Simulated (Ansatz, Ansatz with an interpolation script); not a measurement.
Rows from a G0W0 calculation on CdSe (Cadmoselite) (Ansatz 0.2.0; G0W0 on r2SCAN, plane waves, PAW; PAW set soft_1; 6×6×4 mesh, 516 empty bands, screening to 160 eV, PAW set soft_1 files), in eV. Spin-orbit coupling is left out.

The database entry behind the starting cell differs from later determinations by our own check (inner coordinate of an old entry), so it need not match the best structure at ambient conditions.

```tsv
row	k	band	start	Σx	Σc at the solution	Vxc
A	Γ	v6	2.729	-16.282	2.960	-12.696
B	Γ	v1	7.002	-20.048	1.671	-17.866
C	Γ	v4	6.279	-19.121	1.866	-16.675
D	Γ	c1	8.192	-8.996	-3.447	-12.470
E	Γ	v3	6.988	-19.430	1.607	-17.311
F	Γ	c2	9.595	-8.338	-3.805	-12.291
```

Give the quasiparticle energies and the shift of each level.

The quasiparticle equation reads E = start + Σx + Σc(E) − Vxc.

```tsv
row	E (eV)	shift (eV)
A	2.104	−0.626
B	6.490	−0.511
C	5.698	−0.580
D	8.219	+0.027
E	6.477	−0.511
F	9.744	+0.148
```

Limits: not at the basis limit; no spin-orbit coupling.

[Paths, hosts, dates, memory and timing lines, banners, echoed tables and standing remarks are left out of the program output.]

[Logs are printed without paths, hosts, clocks, repeated set-up lines and the standing remarks that a program may print on its own settings, such as how far it seeks lower states.]

[Runs of the session that timed out or met a known fault of the program may be left out.]

[Hosts, paths, dates, database ids (printed as entryN), source tags and the programs' standing remarks are cut or masked in the printed files.]
